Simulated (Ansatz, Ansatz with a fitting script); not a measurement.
## Al2O3 (Corundum): the order of polymorphs from LDA to RPA

Aim: the order of polymorphs of Al2O3 (Corundum) by density functionals and by RPA.

Calculated with Ansatz 0.2.0; density functionals and EXX+RPA, plane waves.

Most raw output is cut from this account.

**1. Set-up**

Symmetry: R-3c, No. 167, trigonal system. Conventional cell: a = 4.752 Å, b = 4.752 Å, c = 12.972 Å, α = 90.00°, β = 90.00°, γ = 120.00°. Al has 6 O at 1.85 to 1.97 Å nearest. O has 4 Al at 1.85 to 1.97 Å nearest. Farther neighbours and most contacts between anions are not listed.

As a file:

```cif
data_structure
_symmetry_space_group_name_H-M 'P 1'
_symmetry_Int_Tables_number 1
_cell_length_a 5.1210
_cell_length_b 5.1210
_cell_length_c 5.1210
_cell_angle_alpha 55.291
_cell_angle_beta 55.291
_cell_angle_gamma 55.291
_cell_volume 84.57
loop_
_atom_site_label
_atom_site_type_symbol
_atom_site_fract_x
_atom_site_fract_y
_atom_site_fract_z
_atom_site_occupancy
Al1 Al 0.35195 0.35195 0.35195 1
Al2 Al 0.14805 0.14805 0.14805 1
Al3 Al 0.64805 0.64805 0.64805 1
Al4 Al 0.85195 0.85195 0.85195 1
O5 O 0.55640 0.94360 0.25000 1
O6 O 0.25000 0.55640 0.94360 1
O7 O 0.94360 0.25000 0.55640 1
O8 O 0.44360 0.05640 0.75000 1
O9 O 0.75000 0.44360 0.05640 1
O10 O 0.05640 0.75000 0.44360 1
```

The structure was relaxed with r2SCAN+rVV10. The runs that relaxed it are not among those shown. The program's search for lower electronic states was switched off, so nothing shows that the state found is the lowest. The default PAW set here is soft_2. Its files were made with PBE; for other functionals the partial waves and projectors stay those of PBE.

**2. Energy LDA (polymorph R-3c)**

This step: DFT, LDA, plane waves, PAW.

The input, input.yaml:

```yaml
crystal:
  lattice:
    - [2.376146192, 1.3718686436, 4.3239347811]
    - [-2.376146192, 1.3718686436, 4.3239347811]
    - [0.0, -2.7437372872, 4.3239347811]
  atoms:
    - { symbol: Al, position: [0.3519541723, 0.3519541723, 0.3519541723] }
    - { symbol: Al, position: [0.1480458277, 0.1480458277, 0.1480458277] }
    - { symbol: Al, position: [0.6480458277, 0.6480458277, 0.6480458277] }
    - { symbol: Al, position: [0.8519541723, 0.8519541723, 0.8519541723] }
    - { symbol: O, position: [0.5564025971, 0.9435974029, 0.25] }
    - { symbol: O, position: [0.25, 0.5564025971, 0.9435974029] }
    - { symbol: O, position: [0.9435974029, 0.25, 0.5564025971] }
    - { symbol: O, position: [0.4435974029, 0.0564025971, 0.75] }
    - { symbol: O, position: [0.75, 0.4435974029, 0.0564025971] }
    - { symbol: O, position: [0.0564025971, 0.75, 0.4435974029] }
kpoints:
  mp_grid: { grid: [6, 6, 6] }
hamiltonian:
  xc: lda
scf:
  occupations: { method: fixed }
  n_extra_bands: 7
  lower_state_search: "off"
  convergence: { dr2_threshold: 1.0e-09 }
output:
  eigenvalues: true
basis:
  ecutwfc: 650
```

The run is started by

```console
ansatz run input.yaml --threads 24 --pin off --max-ram 44236MiB --backend cpu --events-out ev --progress --plain --runs-dir out
```

The job ended after 0.67 s (24 threads of Intel Xeon 6975P-C (Granite Rapids), shared host; peak memory 1.1 GiB; 9 s of CPU time).

Total energy -5399.8909 eV.

**3. Energy r2SCAN (polymorph R-3c)**

The meta-GGA depends on the orbitals through the kinetic-energy density, which usually opens the gap somewhat.

This step: DFT, r2SCAN, plane waves, PAW.

Edit input.yaml of step 2 so:

```diff
@@ -19,3 +19,3 @@
 hamiltonian:
-  xc: lda
+  xc: r2scan
 scf:
```

Run time: 1.3 s. Hardware: 24 threads; peak memory 1.5 GiB.

Total energy -5590.6468 eV.

**4. Energy r2SCAN+rVV10 (polymorph R-3c)**

This step: DFT, r2SCAN with rVV10, plane waves, PAW.

Edit input.yaml of step 3 so:

```diff
@@ -20,2 +20,3 @@
   xc: r2scan
+  dispersion: rvv10
 scf:
```

The job ended after 2.1 s (24 threads; peak memory 1.6 GiB; 35 s of CPU time).

Total energy -5587.4910 eV.

**5. Energy r2SCAN-D4 (polymorph R-3c)**

This step: DFT, r2SCAN with D4 dispersion, plane waves, PAW.

Edit input.yaml of step 4 so:

```diff
@@ -20,3 +20,3 @@
   xc: r2scan
-  dispersion: rvv10
+  dispersion: d4
 scf:
```

Run time: 1.2 s. Hardware: 24 threads; peak memory 1.5 GiB.

Total energy -5591.6827 eV.

**6. Energy HSE06 (polymorph R-3c)**

HSE06 mixes in a quarter of exact exchange at short range. Exchange couples all pairs of k points, which makes a full band path dear, so levels are read on the mesh and at chosen points.

This step: DFT, HSE06, plane waves, PAW.

Edit input.yaml of step 5 so:

```diff
@@ -17,6 +17,5 @@
 kpoints:
-  mp_grid: { grid: [6, 6, 6] }
+  mp_grid: { grid: [4, 4, 4] }
 hamiltonian:
-  xc: r2scan
-  dispersion: d4
+  xc: hse06
 scf:
```

Run time: 5 s. Hardware: 24 threads; peak memory 2.7 GiB.

Total energy -5571.0273 eV.

**7. Energy HSE06-D3(BJ) (polymorph R-3c)**

This step: DFT, HSE06 with D3(BJ) dispersion, plane waves, PAW.

Edit input.yaml of step 6 so:

```diff
@@ -20,2 +20,3 @@
   xc: hse06
+  dispersion: d3bj
 scf:
```

It took 4.9 s on 24 threads; peak memory 2.7 GiB.

Total energy -5573.6656 eV.

**8. Energy RPA (polymorph R-3c)**

The RPA correlation energy is summed at several response cutoffs, since it converges slowly from above.

This step: EXX+RPA on LDA, plane waves, norm-conserving pseudopotentials.

Edit input.yaml of step 7 so:

```diff
@@ -19,7 +19,6 @@
 hamiltonian:
-  xc: hse06
-  dispersion: d3bj
+  xc: lda
+  pseudopotentials: { kind: nc, xc_functional: pbe }
 scf:
   occupations: { method: fixed }
-  n_extra_bands: 7
   lower_state_search: "off"
@@ -27,4 +26,8 @@
 output:
-  eigenvalues: true
+  rpa_energy:
+    ecut_chi_ladder: [204, 238, 272, 306, 340]
+    long_wavelength: optical_limit
+    n_empty_bands: 425
 basis:
-  ecutwfc: 650
+  ecutwfc: 1240.0
+  xc_grid: 3
```

Elapsed: 6.4 min, on 24 threads; peak memory 7.6 GiB; 2.2 h of CPU time.

This step gave:

```
exact exchange energy  : -627.6613 eV
RPA correlation energy : -82.7782 eV
```

Extrapolated from these cutoffs, the correlation energy is -8.28 eV per atom (fit error 0.02); such a limit moves with the range of cutoffs.

RPA ladder, by row:

```tsv
response cutoff (eV)	mean plane waves	sphere-equivalent cutoff (eV)	correlation energy (eV)
204	560.2	204.2	-69.31
238	704.7	237.9	-71.91
272	864.3	272.6	-73.91
306	1027	305.9	-75.38
340	1204	339.9	-76.56
```

**9. Energy Hartree-Fock on PAW files (polymorph R-3c)**

Exact exchange on orbitals of the same functional is the other half of the RPA total energy; it is taken from PAW data, not from the files of the RPA run.

This step: Hartree-Fock energy on orbitals of LDA, plane waves, PAW.

Edit input.yaml of step 8 so:

```diff
@@ -20,3 +20,3 @@
   xc: lda
-  pseudopotentials: { kind: nc, xc_functional: pbe }
+  pseudopotentials: { kind: paw, source: ansatz, frozen_core: stored }
 scf:
@@ -26,8 +26,4 @@
 output:
-  rpa_energy:
-    ecut_chi_ladder: [204, 238, 272, 306, 340]
-    long_wavelength: optical_limit
-    n_empty_bands: 425
+  embedding: [{ level: hf }]
 basis:
-  ecutwfc: 1240.0
-  xc_grid: 3
+  ecutwfc: 1000
```

Run time: 51 s. Hardware: 24 threads; peak memory 1.9 GiB.

Numbers from this step:

| Property | Result |
| --- | --- |
| Hartree-Fock energy on these orbitals | -13050.9865 eV |

**10. All cells and rungs**

The same runs were made at every cell; a script gathers them. RPA correlation comes from norm-conserving files. It is added to exact exchange from a separate PAW run with frozen cores, on orbitals of the same functional but not those of the RPA run. Both sets of files were made for PBE. One row takes the correlation at one cutoff for all cells, another carries it to the limit cell by cell, where the extrapolations scatter.

Cells, by row:

```tsv
polymorph	atoms	volume per formula unit (Å³)
R-3c (167)	10	42.28
R-3 (148)	10	44.35
```

Energy less that of the first cell; no zero-point or thermal terms; RPA differences under some 15 meV per formula unit don't settle the order. Ladder, by row:

```tsv
level	R-3c (167), meV per formula unit	R-3 (148), meV per formula unit	wall time, all cells (s)
LDA	0	408.8	1.36
r2SCAN	0	393.6	2.47
r2SCAN+rVV10	0	420.4	4.41
r2SCAN-D4	0	416.1	2.49
HSE06	0	353.2	10.58
HSE06-D3(BJ)	0	419.8	10.87
EXX (PAW, exact core-valence exchange)	0	401.7	-
EXX+RPA, exchange from PAW, correlation at one sphere-equivalent cutoff of 323 eV	0	398.8	1262
EXX+RPA, exchange from PAW, correlation extrapolated in each cell	0	397.5	1262
EXX+RPA on norm-conserving files alone at that cutoff, core-valence term dropped	0	398.1	1262
EXX+RPA on norm-conserving files alone at that cutoff, core-valence term semilocal	0	384	1262
RPA correlation	0	-2.9	1262
```

**11. Results**

| Quantity | Value |
| --- | --- |
| LDA | lowest: R-3c (167) |
| r2SCAN | lowest: R-3c (167) |
| r2SCAN+rVV10 | lowest: R-3c (167) |
| r2SCAN-D4 | lowest: R-3c (167) |
| HSE06 | lowest: R-3c (167) |
| HSE06-D3(BJ) | lowest: R-3c (167) |
| EXX+RPA, exchange from PAW, correlation at one sphere-equivalent cutoff of 323 eV | lowest: R-3c (167) |
| EXX+RPA, exchange from PAW, correlation extrapolated in each cell | lowest: R-3c (167) |
| RPA settings | 4×4×4 mesh, response cutoffs up to 340 eV |

**Reading.** Against the first cell the two RPA rows with exchange from PAW give R-3 (148) 398 to 399 meV per formula unit; neither is exact, since one cutoff truncates unlike cells unequally and the extrapolation scatters. RPA puts R-3c (167) lowest of the 2 forms run, which need not hold the ground state; LDA, r2SCAN, r2SCAN+rVV10, r2SCAN-D4, HSE06 and HSE06-D3(BJ) agree. Energies are for static lattices at cells relaxed by one functional; vibrations can shift such differences by some meV per atom. Each cell's own extrapolation carries a fit error of up to 17 meV per atom, and its limit still moves with the cutoffs, so totals aren't converged; only differences at equal settings are used. RPA is evaluated on semilocal orbitals, not self-consistently, on a coarse mesh. The cells differ in size and shape, so mesh and cutoff errors cancel only in part.

[Paths, hosts, dates, memory and timing lines, banners, echoed tables and standing remarks are left out of the program output.]

[Logs are printed without paths, hosts, clocks, repeated set-up lines and the standing remarks that a program may print on its own settings, such as how far it seeks lower states.]

[Runs of the session that timed out or met a known fault of the program may be left out.]

[Hosts, paths, dates, database ids (printed as entryN), source tags and the programs' standing remarks are cut or masked in the printed files.]
